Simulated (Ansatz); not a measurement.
# BeBi3 (built on the sites of a database entry of SrBi3): following an unstable mode

Aim: this structure of BeBi3 (built on the sites of a database entry of SrBi3) is to be tested for unstable modes, and one is followed downhill.

Method: DFT PBEsol, scalar-relativistic, plane waves, norm-conserving pseudopotentials, in Ansatz 0.2.0.

The structure was built from a prototype and need not be the compound's stable phase.

### Step 1. Set-up

It takes space group Pm-3m (No. 221, cubic). The conventional cell has a = 4.731 Å, b = 4.731 Å, c = 4.731 Å, α = 90.00°, β = 90.00°, γ = 90.00°. Nearest to Be lie 12 Bi at 3.35 Å. Bi has 4 Be at 3.35 Å and 8 Bi at 3.35 Å nearest. Farther neighbours are not listed.

### Step 2. Response at finite wavevector

The cell comes from relaxations at this level that are not shown. Stability and thermal properties need the whole zone. Linear response on a 2×2×2 q mesh gives force constants as far as a supercell of that size would.

input.yaml reads:

```yaml
crystal:
  lattice:
    - [4.7310176949, 0.0, 0.0]
    - [0.0, 4.7310176949, 0.0]
    - [0.0, 0.0, 4.7310176949]
  atoms:
    - { symbol: Be, position: [0.0, 0.0, 0.0] }
    - { symbol: Bi, position: [0.5, 0.5, 0.0] }
    - { symbol: Bi, position: [0.5, 0.0, 0.5] }
    - { symbol: Bi, position: [0.0, 0.5, 0.5] }
kpoints:
  mp_grid: { grid: [10, 10, 10] }
hamiltonian:
  xc: pbesol
  pseudopotentials: { kind: nc }
scf:
  occupations: { method: methfessel_paxton, width: 0.2 }
output:
  eigenvalues: true
phonons:
  method: dfpt
  qmesh: [2, 2, 2]
  temperatures: { t_max: 1000, t_step: 50 }
  qpath:
    path:
      - [[0.0, 0.0, 0.0], [0.0, 0.5, 0.0], [0.5, 0.5, 0.0], [0.0, 0.0, 0.0], [0.5, 0.5, 0.5], [0.0, 0.5, 0.0]]
      - [[0.5, 0.5, 0.5], [0.5, 0.5, 0.0]]
    npoints: 10
```

Launch:

```
ansatz run input.yaml --threads 8 --pin off --max-ram 14336MiB --backend cpu --events-out ev --progress --plain --runs-dir out
```

Numbers of over 12 decimals in the logs are rounded to 6 here.

The program printed:

```text
Engine: ansatz 0.2.0, aarch64-unknown-linux-gnu
Pseudopotentials: kind: nc
Pseudopotential: Be, nc, valence charge 4, recommended cutoff 1197.300995 eV (normal), Be.nc.azcp (PseudoDojo's, or run here from an input of PseudoDojo's: the run reads no file of this project's for it)
Pseudopotential: Bi, nc, valence charge 15, recommended cutoff 897.975746 eV (normal), Bi.nc.azcp (PseudoDojo's, or run here from an input of PseudoDojo's: the run reads no file of this project's for it)
Functional definition: PBEsol
  exchange = pbesol_x
  correlation = pbesol_c
Crystal: 4 atoms, lattice volume = 105.892 Å³
Basis set: ecut = 1197.300995 eV, 9939 PW (Γ), exchange–correlation on 108×108×108 points (8 copies of the dense FFT grid, shifted against one another)
Bands: 30, of which v1, the nominal top of the filled ones, is band 25 counted from 1 (24 counted from 0)
Symmetry: 48 space group operations
k-points: 56 of 1000
Non-local potential: Be, projectors of the file, l = 0: 2, l = 1: 2
Non-local potential: Bi, projectors of the file, l = 0: 2, l = 1: 2, l = 2: 2, l = 3: 2
Initial density: superposition of atomic densities (chi_scale 0.1, normalization cell, long waves kept (reshape's long-wave potential 0.01 eV rms))
Initial wavefunctions: pseudopotential atomic-orbital guess
Functional: x = pbesol(κ = 0.804, μ = 0.123457), c = pbesol(β = 0.046)
SCF iter   1: F=—  HF=-7043.575623 eV  |F-HF|=—  |Δ(HF+E_count)|=         —  Δρ=1.27e-2  dr2=4.73e-1  ethr=3.10e-3  ⟨swp⟩=6.1  Hψ=7014  notcnv=0
preconditioner: auto → Kerker (q_TF=auto, 2.399 Å⁻¹)  [metal: Δε(μ)=0.030 eV  Ē_g=18.504 eV  σ=0.200 eV  W_gap=0.13  n_scr=26 (ndim 8)  ℏωp=24.7 eV  f_vac=0.000  D(μ)=2.53/eV (n_scr^D=18)]
SCF iter   2: F=—  HF=-7043.497034 eV  |F-HF|=—  |Δ(HF+E_count)|=   7.86e-2  S|Δr|=    0.00e0  Δρ=7.72e-3  dr2=1.51e-1  ethr=9.65e-4  ⟨swp⟩=1.1  Hψ=2131  notcnv=0
SCF iter   3: F=—  HF=-7043.462804 eV  |F-HF|=—  |Δ(HF+E_count)|=   3.42e-2  S|Δr|=    0.00e0  Δρ=1.46e-3  dr2=2.34e-3  ethr=3.09e-4  ⟨swp⟩=2.6  Hψ=2541  notcnv=0
SCF iter   4: F=—  HF=-7043.462740 eV  |F-HF|=—  |Δ(HF+E_count)|=   6.40e-5  S|Δr|=    0.00e0  Δρ=2.84e-4  dr2=5.03e-5  ethr=4.77e-6  ⟨swp⟩=2.5  Hψ=2571  notcnv=0  defer=4
SCF iter   5: F=—  HF=-7043.462716 eV  |F-HF|=—  |Δ(HF+E_count)|=   2.40e-5  S|Δr|=    0.00e0  Δρ=6.03e-5  dr2=5.65e-6  ethr=1.03e-7  ⟨swp⟩=2.4  Hψ=3119  notcnv=0  defer=4
SCF iter   6: F=—  HF=-7043.462728 eV  |F-HF|=—  |Δ(HF+E_count)|=   1.13e-5  S|Δr|=    0.00e0  Δρ=1.46e-5  dr2=4.52e-7  ethr=1.15e-8  ⟨swp⟩=2.1  Hψ=2085  notcnv=0  defer=4
SCF iter   7: F=—  HF=-7043.462977 eV  |F-HF|=—  |Δ(HF+E_count)|=   2.49e-4  S|Δr|=    0.00e0  Δρ=4.42e-6  dr2=1.46e-8  ethr=9.23e-10  ⟨swp⟩=2.0  Hψ=2101  notcnv=0  defer=18
SCF iter   8: F=—  HF=-7043.462977 eV  |F-HF|=—  |Δ(HF+E_count)|=  9.06e-10  S|Δr|=    0.00e0  Δρ=7.48e-7  dr2=4.87e-10  ethr=2.98e-11  ⟨swp⟩=2.3  Hψ=2606  notcnv=0  defer=18
SCF iter   9: F=—  HF=-7043.462977 eV  |F-HF|=—  |Δ(HF+E_count)|=  7.55e-11  S|Δr|=    0.00e0  Δρ=1.78e-7  dr2=1.58e-11  ethr=1.00e-12  ⟨swp⟩=2.1  Hψ=3021  notcnv=0  defer=18
SCF iter  10: F=-7043.462977 eV  HF=-7043.462977 eV  |F-HF|=1.82e-12  |Δ(HF+E_count)|=  9.09e-13  S|Δr|=    0.00e0  Δρ=4.44e-8  dr2=1.52e-12  ethr=1.00e-12  ⟨swp⟩=9.2  Hψ=9427  notcnv=0
SCF 1 converged in 10 iterations: F = -7043.462977 eV  dr2 = 1.52e-12
phonons: the bands overlap, so this run is a metal and interpolates without the dipole-dipole term. If the crystal is really an insulator or semiconductor, its LO-TO splitting is missing
NSCF: frozen V_eff on 56 k-points
WARN: eigensolver did not converge (k=0): 1 band(s) unlocked after 20 sweeps at ethr=2.33e-12 eV (storage-precision floor; scheduled 1.00e-12 eV) (lowest unlocked band 29, counted from 0; max residual 2.54e-5 eV among the unlocked bands, 2.54e-5 eV over every band; other slots of this pass that fall short are told together in one closing line; warning suppressed until the next SCF loop or pass starts)
WARN: eigensolver did not converge in 7 slots of this pass, the one above among them; of largest residual over every band (k=6): 1 band(s) unlocked (lowest unlocked band 29, counted from 0; max residual 8.15e-4 eV among the unlocked bands, 8.15e-4 eV over every band); of lowest unlocked band (k=0): band 29
NSCF: frozen V_eff on 216 k-points
DFPT response loops at q = (0, 0, 0) (fractional): preconditioner auto → Kerker (q_TF=auto, 2.399 Å⁻¹) (partly filled bands, converged f_vac=0.000); β = 1.00, the filter's whole step (`scf.mixing.beta` (0.50) is not read by the response loops under this deck's `scf.mixing.preconditioner`; to damp them name `kerker` or `kerker_dos`, under which they read `scf.mixing.beta`, and type it under 1.00, their step now; both keys bind the ground state too); Broyden in place of MSR1
NSCF: frozen V_eff on 432 k-points
DFPT response loops at q = (0, 0, -0.5) (fractional): mixed as the last ones told, above
NSCF: frozen V_eff on 432 k-points
DFPT response loops at q = (0, -0.5, -0.5) (fractional): mixed as the last ones told, above
NSCF: frozen V_eff on 432 k-points
DFPT response loops at q = (-0.5, -0.5, -0.5) (fractional): mixed as the last ones told, above
SCF converged after 10 iterations
Stability not checked: this state was not tested for a lower state beside it, because cold or Methfessel-Paxton smearing, or corrected tetrahedra, fill the levels in a way that the test cannot read (fill_not_monotonic; see scf.lower_state_search)
Free energy (F): -7043.462977 eV
Harris-Foulkes:  -7043.462977 eV  (|F-HF|=1.82e-12)
Internal energy: -7043.464368 eV  (E = F + TS)
E sigma→0 (E₀):  -7043.463325 eV
Entropy (-TS):   0.001391 eV (0.348 meV/atom)
Fermi energy:    11.049878 eV
--- Per-component energies (eV) ---
  E_band       = -442.216568
  E_kinetic    = 3422.214477
  E_local      = -4048.317682  (includes V_loc(G=0)·N_el)
  E_nonlocal   = -1528.518943
  E_hartree    = 1406.480498
  E_xc         = -1795.740433
  E_vxc        = -1100.555473  (∫ρ·V_xc dr)
  E_ewald      = -4499.582285
  E_smearing   = 0.001391  (= −TS)
  E_closure    = 0.000000  (closes the sum)
  Σ components = -7043.462977   (vs F -7043.462977, Δ=0.00e0)
--- Band table (eV; the first three rows and the last of 56) ---
  k-point 0: bands = [... 21 lower, 6.8193, 9.4021, 12.1613, 12.1613, 12.1613, 12.9549, 12.9549, 12.9549, ... 1 higher]
  k-point 1: bands = [... 21 lower, 6.9535, 9.6119, 11.8862, 11.9841, 11.9841, 12.6476, 12.8794, 12.8794, ... 1 higher]
  k-point 2: bands = [... 21 lower, 7.2531, 10.2031, 11.3215, 11.3755, 11.3755, 12.0333, 12.9622, 12.9622, ... 1 higher]
  k-point 55: bands = [... 21 lower, 6.2477, 6.2477, 8.6729, 15.4345, 15.4345, 15.9588, 15.9588, 15.9588, ... 1 higher]
--- Phonons (Γ-DFPT): 3 representative perturbations + reference (Σ response iterations 9) ---
  ASR residual: 6.348e-5 → 0.000e0 eV/Å²; symmetrization residual: 1.991e-6 eV/Å²
  ASR residual per site (eV/Å²): 1.36e-5 6.35e-5 6.35e-5 6.35e-5
  Γ frequencies (cm⁻¹): -157.87 -157.87 -157.87 -36.53 -36.53 -36.53 0.00 0.00 0.00 87.79 87.79 87.79
--- Phonons (arbitrary-q DFPT): 4 irreducible q on the 2×2×2 mesh ---
  q = [0.0000, 0.0000, 0.0000] (star 1, of the zone-centre solve; hermiticity 1.06e-6, symmetrization 6.11e-14): -157.87 -157.87 -157.87 -36.53 -36.53 -36.53 -0.00 0.00 0.00 87.79 87.79 87.79
  q = [0.0000, 0.0000, -0.5000] (star 3, 7 solved perturbations in 1332 linear systems a pass and spin channel, the states on 216 of 1000 k-point pairs; hermiticity 4.53e-7, symmetrization 7.42e-13, the responses' own estimated error 1.7e-5 eV/Å²): -130.97 -130.97 -68.81 -16.22 -16.22 37.37 38.12 38.12 60.75 82.87 82.87 91.72
  q = [0.0000, -0.5000, -0.5000] (star 3, 7 solved perturbations in 1332 linear systems a pass and spin channel, the states on 216 of 1000 k-point pairs; hermiticity 4.83e-7, symmetrization 4.18e-13, the responses' own estimated error 3.5e-5 eV/Å²): -116.86 -116.86 -105.38 -38.99 20.90 20.90 47.52 47.70 47.70 62.12 75.27 83.05
  q = [-0.5000, -0.5000, -0.5000] (star 1, 3 solved perturbations in 468 linear systems a pass and spin channel, the states on 216 of 1000 k-point pairs; hermiticity 4.24e-7, symmetrization 1.46e-12, the responses' own estimated error 1.4e-5 eV/Å²): -144.92 -144.92 -144.92 -49.20 -49.20 -49.20 37.03 37.03 67.10 67.10 67.10 108.89
  sum rule: each row above includes the acoustic sum rule's correction from the zone centre's row sums; it moved no ω² by more than (0.64 cm⁻¹)²
  mesh force constants: q→R imaginary residual 1.07e-18; ASR residual 6.348e-5 → 0.000e0 eV/Å²; symmetrization residual 1.554e-15 eV/Å²
  interpolated dispersion: 62 rows × 12 modes
  density of states and harmonic sums: on the 14×14×14 q-mesh, interpolated from the force constants of a 2×2×2 supercell (no non-analytic term)
  largest difference from the sums on the solved wave vectors: F 2.40e-2 eV, S 2.83e-5 and C_V 2.82e-6 eV/K
  zero-point energy: 0.023962 eV/cell   skipped modes (ω ≤ 0): 639, of them read as no rigid motion or as one in doubt: 636 (5.282e0 modes/cell left out, lowest -157.87 cm⁻¹)   left out of the sums: 4.40e-1 of the cell's modes: C_V's classical limit lies that fraction below 3 k_B per atom; for a crystal, a wire or a layer, F and S can be off by more, and a phonons.interpolated_qmesh denser along its periods is the remedy for the sampling
```

It took 10 min on 8 threads of Arm Neoverse V2, shared host; peak memory 6.2 GiB; 81 min of CPU time.

This step gave:

* volume per atom: 26.47 Å³
* gap on the k-mesh: 0 eV
* sum-rule residual before enforcement: 6.35e-5 eV/Å²
* lowest frequency on the path: -157.9 cm⁻¹
* point group: m-3m
* highest frequency on the path or at a solved wavevector: 108.9 cm⁻¹
* highest optical mode at the zone centre (no LO-TO term): 87.79 cm⁻¹
* lowest optical zone-centre mode: -157.9 cm⁻¹
* lowest mode on the q mesh (acoustic modes at Γ apart): -157.9 cm⁻¹

Frequencies (cm⁻¹) solved at each irreducible wavevector; negative means imaginary. Frequencies by wavevector, by row:

| q in reciprocal lattice units | star | mode 1 | mode 2 | mode 3 | mode 4 | mode 10 | mode 11 | mode 12 |
| --- | --- | --- | --- | --- | --- | --- | --- | --- |
| 0 0 0 | 1 | -157.9 | -157.9 | -157.9 | -36.5 | 87.8 | 87.8 | 87.8 |
| 0 0 -0.5 | 3 | -131 | -131 | -68.8 | -16.2 | 82.9 | 82.9 | 91.7 |
| 0 -0.5 -0.5 | 3 | -116.9 | -116.9 | -105.4 | -39 | 62.1 | 75.3 | 83 |
| -0.5 -0.5 -0.5 | 1 | -144.9 | -144.9 | -144.9 | -49.2 | 67.1 | 67.1 | 108.9 |

Interpolated from a 2×2×2 q mesh. The phonon branches at the labelled points (cm⁻¹):

| point | branch 1 | branch 2 | branch 3 | branch 4 | branch 9 | branch 10 | branch 11 | branch 12 |
| --- | --- | --- | --- | --- | --- | --- | --- | --- |
| Γ | -158 | -158 | -158 | -36 | 0 | 88 | 88 | 88 |
| halfway | -145 | -145 | -121 | -25 | 44 | 86 | 86 | 89 |
| X | -131 | -131 | -69 | -16 | 61 | 83 | 83 | 92 |
| halfway | -124 | -119 | -95 | -21 | 61 | 68 | 79 | 88 |
| M | -117 | -117 | -105 | -39 | 48 | 62 | 75 | 83 |
| halfway | -133 | -123 | -122 | -22 | 51 | 77 | 83 | 89 |
| Γ | -158 | -158 | -158 | -36 | 0 | 88 | 88 | 88 |
| halfway | -124 | -124 | -124 | -31 | 54 | 71 | 71 | 95 |
| R | -145 | -145 | -145 | -49 | 67 | 67 | 67 | 109 |
| halfway | -126 | -125 | -115 | -33 | 62 | 62 | 62 | 97 |
| X | -131 | -131 | -69 | -16 | 61 | 83 | 83 | 92 |
| jump to R | -145 | -145 | -145 | -49 | 67 | 67 | 67 | 109 |
| halfway | -132 | -132 | -127 | -44 | 61 | 61 | 65 | 101 |
| M | -117 | -117 | -105 | -39 | 48 | 62 | 75 | 83 |

Symmetry leaves 4 wavevectors to solve. The lowest mode among them, the acoustic zeros apart, lies at Γ and is imaginary, 157.9i cm⁻¹, so the energy falls along it.

### Step 3. The mode frozen in, largest atomic shift 0 Å

The mode followed lies at Γ with frequency 157.9i cm⁻¹ and is 3-fold degenerate, the softest among the wavevectors solved. At small amplitude the distorted cell has space group no. 160 by a symmetry search on the positions. The undistorted cell that holds it gives the zero of energy on the same k mesh.

input.yaml, the sections that differ from step 2:

```yaml
output:
  forces: true
  stress: true
  eigenvalues: true
# crystal, kpoints, hamiltonian, scf: as in step 2
# phonons: removed
```

The program printed:

```text
[...]
Crystal: 4 atoms, lattice volume = 105.892 Å³
Basis set: ecut = 1197.300995 eV, 9939 PW (Γ), exchange–correlation on 108×108×108 points (8 copies of the dense FFT grid, shifted against one another)
Bands: 30, of which v1, the nominal top of the filled ones, is band 25 counted from 1 (24 counted from 0)
Symmetry: 48 space group operations
[...]
k-points: 56 of 1000
[...]
k-point 0: bands = [... 21 lower, 6.8193, 9.4021, 12.1612, 12.1612, 12.1612, 12.9550, 12.9550, 12.9550, ... 1 higher]
  k-point 1: bands = [... 21 lower, 6.9535, 9.6119, 11.8861, 11.9840, 11.9840, 12.6476, 12.8794, 12.8794, ... 1 higher]
  k-point 2: bands = [... 21 lower, 7.2531, 10.2032, 11.3214, 11.3755, 11.3755, 12.0333, 12.9623, 12.9623, ... 1 higher]
  k-point 55: bands = [... 21 lower, 6.2477, 6.2477, 8.6730, 15.4345, 15.4345, 15.9587, 15.9587, 15.9587, ... 1 higher]
[key lines of the parts left out:]
SCF converged after 7 iterations
Free energy (F): -7043.462977 eV
Fermi energy:    11.049879 eV
P = ⅓ Tr σ = -0.0000 GPa (-0.000 kbar)
```

It took 4.2 s on 8 threads; peak memory 1.3 GiB; 31 s of CPU time.

Numbers from this step:

* pressure: -2.68e-5 GPa
* energy from the undistorted cell: 0 meV/atom

The run ends at a pressure of 0.00 GPa.

### Step 4. The mode frozen in, largest atomic shift 0.6 Å

The atoms are moved along the unstable eigenvector, the largest shift by 0.6 Å, with the cell fixed.

input.yaml, the sections that differ from step 3:

```yaml
crystal:
  lattice:
    - [4.7310176949, 0.0, 0.0]
    - [0.0, 4.7310176949, 0.0]
    - [0.0, 0.0, 4.7310176949]
  atoms:
    - { symbol: Be, position: [-0.0732210666, 0.0732210666, 0.0732210666] }
    - { symbol: Bi, position: [0.5008644367, 0.4991355633, -0.0014287512] }
    - { symbol: Bi, position: [0.5008644367, -0.0014287512, 0.4991355633] }
    - { symbol: Bi, position: [0.0014287512, 0.4991355633, 0.4991355633] }
# kpoints, hamiltonian, scf, output: as in step 3
```

The program printed:

```text
[...]
Crystal: 4 atoms, lattice volume = 105.892 Å³
Basis set: ecut = 1197.300995 eV, 9939 PW (Γ), exchange–correlation on 108×108×108 points (8 copies of the dense FFT grid, shifted against one another)
Bands: 30, of which v1, the nominal top of the filled ones, is band 25 counted from 1 (24 counted from 0)
Symmetry: 6 space group operations
[...]
k-point 0: bands = [... 21 lower, 6.8343, 9.7338, 11.8867, 11.8867, 12.1380, 13.0404, 13.0404, 13.1147, ... 1 higher]
  k-point 1: bands = [... 21 lower, 6.9739, 9.9195, 11.6041, 11.6448, 11.9691, 12.7873, 12.9920, 13.0722, ... 1 higher]
  k-point 2: bands = [... 21 lower, 7.3182, 10.4351, 10.9855, 11.0366, 11.4863, 12.1877, 13.0207, 13.1572, ... 1 higher]
  k-point 115: bands = [... 21 lower, 6.2264, 6.2264, 9.2035, 15.3691, 15.3691, 15.5594, 15.5594, 15.9638, ... 1 higher]
[key lines of the parts left out:]
SCF converged after 8 iterations
Free energy (F): -7043.572735 eV
Fermi energy:    10.972860 eV
P = ⅓ Tr σ = 0.8289 GPa (8.289 kbar)
```

Wall time 14 s (8 threads); peak memory 1.5 GiB.

This step gave:

* pressure: 0.8289 GPa
* energy from the undistorted cell: -27.26 meV/atom

The energy, extrapolated to zero smearing, is -27.26 meV/atom against the undistorted cell.

The run ends at a pressure of 0.83 GPa, with forces up to 0.22 eV/Å.

### Step 5. Energy along the mode, all amplitudes (two of the runs are shown above)

An imaginary frequency means negative curvature, so the energy should fall and then rise again as anharmonic terms take over.

Numbers from this step:

```
depth at the lowest point sampled  : 27.26 meV/atom
largest atomic shift at that point : 0.6 Å
```

The energy from the parent by largest atomic shift:

| largest atomic shift (Å) | energy from the parent (meV/atom) |
| --- | --- |
| 0.000 | 0 |
| 0.040 | -0.168 |
| 0.080 | -0.671 |
| 0.140 | -2.03 |
| 0.220 | -4.91 |
| 0.320 | -9.95 |
| 0.450 | -18.1 |
| 0.600 | -27.3 |

Displacement at unit largest shift by atom:

| atom | x (Å) | y (Å) | z (Å) | size |
| --- | --- | --- | --- | --- |
| Be1 | -0.577 | 0.577 | 0.577 | 0.999 |
| Bi2 | 0.007 | -0.007 | -0.011 | 0.015 |
| Bi3 | 0.007 | -0.011 | -0.007 | 0.015 |
| Bi4 | 0.011 | -0.007 | -0.007 | 0.015 |

The lowest of the steps tried is the last one, at 0.6 Å, 27.3 meV/atom below the parent; the bottom of the well need not coincide with a step.

[end of part 1 of 2]

[Logs are printed without paths, hosts, clocks, repeated set-up lines and the standing remarks that a program may print on its own settings, such as how far it seeks lower states.]

[Hosts, paths, dates, database ids (printed as entryN), source tags and the programs' standing remarks are cut or masked in the printed files.]
